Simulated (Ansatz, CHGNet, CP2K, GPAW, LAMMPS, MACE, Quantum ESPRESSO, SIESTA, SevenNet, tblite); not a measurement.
# Quantum ESPRESSO on Ga2O3 with crystalline order left by the classical run (95 atoms): settings compared

How far do other settings of Quantum ESPRESSO move the forces in Ga2O3 with crystalline order left by the classical run (95 atoms)? One run of the same program serves as the yardstick.

Main program and level: Quantum ESPRESSO 7.5; the method is named at each step.

## (1) The starting structure

The cell holds 95 atoms: 38 Ga and 57 O. Its edges and angles: a = 9.848 Å, b = 9.848 Å, c = 9.848 Å, α = 90.0°, β = 90.0°, γ = 90.0°. 95 atoms (38 Fe, 57 O) placed at random at 5.32 g/cm³, melted at 5000 K for 10 ps at fixed volume with the Morse and Coulomb pair potential with partial charges (Pedone, Malavasi, Menziani, Cormack and Segre, J. Phys. Chem. B 110, 11780 (2006)). Quenched from 5000 K to 300 K at 50 K/ps and fixed volume, held 5 ps, then minimised at fixed cell. Then Fe was replaced by Ga and the cell scaled by 1.003 (the potential has no terms for the new elements, so the cell is a start for a DFT relaxation).

The yardstick, on the same geometry:

```
method                                           : Kohn-Sham DFT, PBE, SSSP efficiency 1.3.0 pseudopotentials, plane waves (Quantum ESPRESSO 7.5); sssp-pbe-1.3.0-efficiency, cutoffs 60/480 Ry, Γ point
r.m.s. force component                           : 0.3345 eV/Å
longest force                                    : 1.197 eV/Å
pressure                                         : -3.035 GPa
gap (highest filled to lowest empty level) : 0.9119 eV
time                                             : 9.1 min on 4 MPI ranks of Arm Neoverse V1, shared host
CPU time                                         : 36 min
```

## (2) PBE, sssp-1.3.0-efficiency, 25/200 Ry

Method: Kohn-Sham DFT, PBE, SSSP efficiency 1.3.0 pseudopotentials, plane waves.

pw.in reads:

```
&control
  calculation = 'scf'
  pseudo_dir = './pseudo'
  outdir = './tmp'
  disk_io = 'none'
  tprnfor = .true.
  tstress = .true.
/
&system
  ibrav = 0
  nat = 95
  ntyp = 2
  ecutwfc = 25
  ecutrho = 200
  nosym = .true.
  occupations = 'smearing'
  smearing = 'fd'
  degauss = 0.003675
/
&electrons
  conv_thr = 4.8e-07
  electron_maxstep = 100
  mixing_beta = 0.4
  mixing_mode = 'plain'
  diagonalization = 'david'
/
ATOMIC_SPECIES
Ga 69.723 Ga.upf
O 15.999 O.upf
CELL_PARAMETERS angstrom
9.84786 0.00000 0.00000
0.00000 9.84786 0.00000
0.00000 0.00000 9.84786
ATOMIC_POSITIONS crystal
Ga 0.68587 0.29262 0.12095
Ga 0.22796 0.30362 0.74094
Ga 0.58196 0.72196 0.76593
Ga 0.94918 0.06182 0.66659
Ga 0.45722 0.10636 0.93388
Ga 0.75960 0.56229 0.95912
Ga 0.71796 0.60849 0.51595
Ga 0.08765 0.86597 0.47342
Ga 0.46099 0.12671 0.45438
Ga 0.25464 0.61893 0.20560
Ga 0.25847 0.24148 0.14135
Ga 0.09981 0.85490 0.99045
Ga 0.26114 0.94206 0.72003
Ga 0.12324 0.14448 0.43552
Ga 0.44662 0.80499 0.01444
Ga 0.23237 0.64230 0.81003
Ga 0.62274 0.67619 0.21510
Ga 0.08808 0.13707 0.91904
Ga 0.26046 0.94591 0.23528
Ga 0.17339 0.39812 0.37025
Ga 0.73619 0.91488 0.45316
Ga 0.04166 0.48414 0.99681
Ga 0.94570 0.40932 0.66035
Ga 0.76675 0.24798 0.45465
Ga 0.44242 0.79937 0.48421
Ga 0.39771 0.51759 0.57975
Ga 0.51892 0.41321 0.33293
Ga 0.07357 0.60609 0.52902
Ga 0.89982 0.44712 0.26686
Ga 0.93940 0.76227 0.74456
Ga 0.90279 0.79360 0.23261
Ga 0.76147 0.93747 0.96096
Ga 0.81233 0.25758 0.86492
Ga 0.60407 0.01315 0.69292
Ga 0.59720 0.01611 0.20273
Ga 0.58205 0.35518 0.71452
Ga 0.94526 0.10300 0.19489
Ga 0.45346 0.45718 0.98197
O 0.42911 0.70305 0.18548
O 0.53899 0.91199 0.85385
O 0.28381 0.56287 0.99042
O 0.73922 0.73459 0.36628
O 0.65005 0.37533 0.91401
O 0.73015 0.44787 0.39783
O 0.79091 0.98332 0.27998
O 0.77512 0.75463 0.84750
O 0.93663 0.16447 0.50059
O 0.30651 0.11670 0.33354
O 0.03825 0.95272 0.82492
O 0.89636 0.46053 0.84368
O 0.04715 0.67622 0.90640
O 0.05739 0.98551 0.32094
O 0.49342 0.33834 0.51876
O 0.92476 0.89754 0.06822
O 0.88993 0.61331 0.61657
O 0.91295 0.15738 0.00034
[... 35 atom lines left out ...]
O 0.38935 0.42263 0.76586
O 0.65488 0.11275 0.03561
O 0.17517 0.78816 0.14992
O 0.00937 0.71538 0.37971
K_POINTS gamma
```

Started as:

```console
OMP_NUM_THREADS=1 mpirun -np 2 pw.x -in pw.in > output.txt
```

Log:

```text
Program PWSCF
     gamma-point specific algorithms are used
     Parallelization info
     sticks:   dense  smooth     PW     G-vecs:    dense   smooth      PW
     Min        2755    1376    340               153993    54443    6804
     Max        2758    1381    341               153994    54444    6809
     Sum        5513    2757    681               307987   108887   13613
     bravais-lattice index     =            0
     lattice parameter (alat)  =      18.6098  a.u.
     unit-cell volume          =    6444.9893 (a.u.)^3
     number of atoms/cell      =           95
     number of atomic types    =            2
     number of electrons       =       836.00
     number of Kohn-Sham states=          502
     kinetic-energy cutoff     =      25.0000  Ry
     charge density cutoff     =     200.0000  Ry
     scf convergence threshold =      4.8E-07
     mixing beta               =       0.4000
     number of iterations used =            8  plain     mixing
     Exchange-correlation= SLA  PW   PBX  PBC
                           (   1   4   3   4   0   0   0)
     crystal axes: (cart. coord. in units of alat)
               a(1) = (   1.000000   0.000000   0.000000 )
               a(2) = (   0.000000   1.000000   0.000000 )
               a(3) = (   0.000000   0.000000   1.000000 )
     reciprocal axes: (cart. coord. in units 2 pi/alat)
               b(1) = (  1.000000  0.000000  0.000000 )
               b(2) = (  0.000000  1.000000  0.000000 )
               b(3) = (  0.000000  0.000000  1.000000 )
     PseudoPot. # 1 for Ga:
     Pseudo is Projector augmented-wave + core cor, Zval = 13.0
     PseudoPot. # 2 for O :
     Pseudo is Projector augmented-wave + core cor, Zval =  6.0
     atomic species   valence    mass     pseudopotential
     Ga               13.00    69.72300     Ga( 1.00)
     O                 6.00    15.99900     O ( 1.00)
     No symmetry found
   Cartesian axes
     number of k points=     1  Fermi-Dirac smearing, width (Ry)=  0.0037
                       cart. coord. in units 2pi/alat
        k(    1) = (   0.0000000   0.0000000   0.0000000), wk =   2.0000000
     Dense  grid:   153994 G-vectors     FFT dimensions: (  90,  90,  90)
     Smooth grid:    54444 G-vectors     FFT dimensions: (  60,  60,  60)
     Check: negative core charge=   -0.000020
     Initial potential from superposition of free atoms
     starting charge     835.8877, renormalised to     836.0000
     Starting wfcs are  570 randomized atomic wfcs
     Self-consistent Calculation
     iteration #  1     ecut=    25.00 Ry     beta= 0.40
     total energy              =  -12917.63776095 Ry
     estimated scf accuracy    <      16.34213830 Ry
     iteration #  2     ecut=    25.00 Ry     beta= 0.40
     total energy              =  -12921.24226923 Ry
     estimated scf accuracy    <       1.01772245 Ry
     iteration #  3     ecut=    25.00 Ry     beta= 0.40
     total energy              =  -12921.25816022 Ry
     estimated scf accuracy    <       0.30640405 Ry
     iteration #  4     ecut=    25.00 Ry     beta= 0.40
     total energy              =  -12921.22490043 Ry
     estimated scf accuracy    <       0.37388158 Ry
     iteration #  5     ecut=    25.00 Ry     beta= 0.40
     total energy              =  -12921.29070695 Ry
     estimated scf accuracy    <       0.08395870 Ry
     iteration #  6     ecut=    25.00 Ry     beta= 0.40
     total energy              =  -12921.29393933 Ry
     estimated scf accuracy    <       0.01976815 Ry
     iteration #  7     ecut=    25.00 Ry     beta= 0.40
     c_bands:  1 eigenvalues not converged
     total energy              =  -12921.29585919 Ry
     estimated scf accuracy    <       0.00557041 Ry
     iteration #  8     ecut=    25.00 Ry     beta= 0.40
     total energy              =  -12921.29642555 Ry
     estimated scf accuracy    <       0.00201862 Ry
     iteration #  9     ecut=    25.00 Ry     beta= 0.40
     total energy              =  -12921.29658325 Ry
     estimated scf accuracy    <       0.00023239 Ry
     iteration # 10     ecut=    25.00 Ry     beta= 0.40
     total energy              =  -12921.29662289 Ry
     estimated scf accuracy    <       0.00002571 Ry
     iteration # 11     ecut=    25.00 Ry     beta= 0.40
     total energy              =  -12921.29663022 Ry
     estimated scf accuracy    <       0.00000575 Ry
     iteration # 12     ecut=    25.00 Ry     beta= 0.40
     total energy              =  -12921.29663253 Ry
     estimated scf accuracy    <       0.00000125 Ry
     iteration # 13     ecut=    25.00 Ry     beta= 0.40
     End of self-consistent calculation
          k = 0.0000 0.0000 0.0000 (  6807 PWs)   bands (ev):
   -10.1688  -9.6786  -9.5970  -9.5429  -9.4658  -9.4550  -9.3358  -9.2144
    -9.1437  -9.1034  -9.0531  -9.0147  -8.9986  -8.9555  -8.9280  -8.8673
    -8.8122  -8.7973  -8.7399  -8.7268  -8.6851  -8.6424  -8.6208  -8.5878
    -8.5500  -8.5272  -8.5131  -8.4842  -8.4817  -8.4439  -8.4096  -8.3923
    -8.3755  -8.3498  -8.3336  -8.2969  -8.2806  -8.2516  -8.2298  -8.2183
    -8.1966  -8.1718  -8.1568  -8.1458  -8.0956  -8.0716  -7.9977  -7.9881
    -7.9855  -7.9404  -7.9354  -7.8694  -7.8524  -7.8287  -7.7388  -7.6995
    -7.5061  -5.3803  -5.3319  -5.2999  -5.2520  -5.2333  -5.2092  -5.1868
    -5.1783  -5.1666  -5.1580  -5.1450  -5.1299  -5.1146  -5.1068  -5.0850
    -5.0773  -5.0698  -5.0656  -5.0456  -5.0341  -5.0281  -5.0237  -5.0120
    -5.0084  -4.9969  -4.9914  -4.9882  -4.9847  -4.9826  -4.9809  -4.9734
    -4.9728  -4.9709  -4.9602  -4.9571  -4.9517  -4.9468  -4.9455  -4.9441
[...]
16.4604  16.5588  16.7680  16.8825  16.9722  17.1744  17.2371  17.3339
    17.4253  17.5100  17.5612  17.6412  17.6901  17.7736  17.8643  17.9994
    18.0659  18.1204  18.2441  18.3115  18.3585  18.4825  18.5052  18.6080
    18.6757  18.7576  18.8214  18.9301  18.9598  19.0554  19.1212  19.1493
    19.1852  19.2709  19.3075  19.3521  19.4115  19.5263  19.5605  19.6112
    19.6573  19.7025  19.7690  19.8223  19.8476  19.9793
     the Fermi energy is    10.0110 ev
!    total energy              =  -12921.29663346 Ry
     total all-electron energy =   -156311.826590 Ry
     estimated scf accuracy    <       0.00000014 Ry
     smearing contrib. (-TS)   =      -0.00144973 Ry
     internal energy E=F+TS    =  -12921.29518373 Ry
     The total energy is F=E-TS. E is the sum of the following terms:
     one-electron contribution =   -3453.56956082 Ry
     hartree contribution      =    2550.37098211 Ry
     xc contribution           =   -1871.74156146 Ry
     ewald contribution        =   -5392.33382436 Ry
     one-center paw contrib.   =   -4754.02121920 Ry
     convergence has been achieved in  13 iterations
     Forces acting on atoms (cartesian axes, Ry/au):
     atom    1 type  1   force =    -0.00729296   -0.00816465    0.01854501
     atom    2 type  1   force =     0.01878831    0.01231945   -0.03329529
     atom    3 type  1   force =    -0.00988472   -0.01381146   -0.02195476
     atom    4 type  1   force =    -0.01015803   -0.00247279   -0.01051673
     atom    5 type  1   force =    -0.01361643    0.00317313   -0.00196273
     atom    6 type  1   force =     0.00434878    0.01471494   -0.01308171
     atom    7 type  1   force =     0.00692992   -0.02847316    0.00320679
     atom    8 type  1   force =    -0.00386530    0.00725900    0.01677989
     atom    9 type  1   force =    -0.01322793    0.00375735    0.00069659
     atom   10 type  1   force =     0.00600360   -0.01607118   -0.00546348
     atom   11 type  1   force =    -0.01463326    0.01022792    0.00356180
     atom   12 type  1   force =    -0.00921643   -0.01117577   -0.05480916
[...]
atom   91 type  2   force =     0.01495767    0.01664262   -0.01274877
     atom   92 type  2   force =    -0.00885283   -0.01128181    0.00841252
     atom   93 type  2   force =     0.01449525   -0.00010591   -0.00581867
     atom   94 type  2   force =     0.01483766   -0.00511202    0.05618997
     atom   95 type  2   force =    -0.02444305   -0.00125646   -0.06535946
     Total force =     0.293693     Total SCF correction =     0.002157
     Computing stress (Cartesian axis) and pressure
          total   stress  (Ry/bohr**3)                   (kbar)     P=     -932.52
  -0.00645228  -0.00002646  -0.00027428         -949.16       -3.89      -40.35
  -0.00002646  -0.00635100  -0.00002190           -3.89     -934.27       -3.22
  -0.00027428  -0.00002190  -0.00621410          -40.35       -3.22     -914.13
     Message from routine punch:
     Nothing written, as per user request (disk_io='none')
```

Wall time 3.9 min (2 MPI ranks of Arm Neoverse V1, shared host); peak memory 0.99 GiB.

Banners, paths, timers and routine set-up lines are dropped from the logs unmarked, and long logs keep their key lines alone; longer cuts are marked.

Compared with the plane-wave run:

| Property | Result |
| --- | --- |
| r.m.s. force component | 0.4473 eV/Å |
| r.m.s. difference of force components | 357.6 meV/Å |
| longest difference of force vectors | 1471 meV/Å |
| force difference over r.m.s. force | 106.9 % |
| slope of forces against the reference's | 0.8228 |
| correlation of force components | 0.6152 |
| pressure | -93.25 GPa |
| pressure difference | -90.22 GPa |
| energy less the same-level run's | 2513 meV/atom |
| r.m.s. force difference from the same-level run | 357.6 meV/Å |

This is a coarse setting, run to see what it loses.

Length of the force difference by element (eV/Å):

```tsv
element	atoms	mean	most
Ga	38	0.54	0.90
O	57	0.59	1.5
```

A closer look about O89, picked at random: 9 atoms, nearest first, numbered in the order of the input, with positions taken from that point.

```tsv
atom	x	y	z	distance (Å)	bonds	Fx	Fy	Fz (eV/Å)
O89	0.00	0.00	0.00	0.00	4	-0.30	0.42	-0.51
Ga34	-0.57	-0.78	1.70	1.96	6	0.13	-0.27	0.18
Ga24	1.03	1.53	-0.65	1.96	5	-0.42	-0.03	0.30
Ga21	0.73	-1.75	-0.66	2.01	6	0.37	0.26	0.49
Ga9	-1.98	0.34	-0.65	2.11	6	-0.34	0.10	0.02
O59	-1.29	-1.62	-1.57	2.60	4	-0.19	-0.05	0.72
O80	-2.42	-1.06	0.81	2.76	4	-0.02	0.08	-0.19
O84	1.07	2.17	1.34	2.77	4	0.21	-0.01	-0.22
O83	-0.96	1.19	-2.31	2.77	4	0.33	0.06	0.03
```

Forces lie 107 % from the reference's, at 0.21 times its CPU time (on 2 against 4 cores).

Within one program, basis, potentials and functional, energies share a zero. Each run against its twin at the usual cutoff or grid and solver:

```tsv
run	twin	Δ energy (meV/atom)	Δ force, r.m.s. (meV/Å)	CPU time over the twin's
QE PBE, sssp-1.3.0-efficiency, 25/200 Ry	sssp-1.3.0-efficiency, 60/480 Ry	2513	358	0.21 (this twin ran on 4 cores)
```

## (3) Summary of results

```json
{"force difference from the reference": "QE PBE, sssp-1.3.0-efficiency, 25/200 Ry (coarse), 107 %", "its CPU time": "7.7 min"}
```

In words: Runs with settings chosen to be coarse differ by 107 % (QE PBE, sssp-1.3.0-efficiency, 25/200 Ry). One electronic-structure run takes under half the reference's CPU time: QE PBE, sssp-1.3.0-efficiency, 25/200 Ry, at 107 % in 7.7 min against 36 min, too far off to be of use; its pressure misses by -90.2 GPa. In pressure, QE PBE, sssp-1.3.0-efficiency, 25/200 Ry misses by -90.2 GPa, at the same functional; a cutoff this low leaves a large Pulay stress. The reference's pressure holds the uncorrected Pulay stress of its 60 Ry basis, so small pressure differences, and their order, may be the reference's own error. The quench rate of 50 K/ps is many orders above laboratory rates, so the cell is likely richer in defects and strain than a real sample. The network of bonds at the start is that of the classical potential that made the cell, and needn't be the one that DFT or experiment would give. The reference's pressure of -3.0 GPa belongs to a cell and atoms that aren't relaxed at this level. The electronic-structure runs sample only Γ, in a cell whose shortest periodic width is 10 Å.

[Also dropped from logs without a mark: logging warnings of Python, and SIESTA's first energy breakdown and zero terms.]

[Logs are printed without paths, hosts, clocks, repeated set-up lines and the standing remarks that a program may print on its own settings, such as how far it seeks lower states.]

[Hosts, paths, dates, database ids (printed as entryN), source tags and the programs' standing remarks are cut or masked in the printed files.]
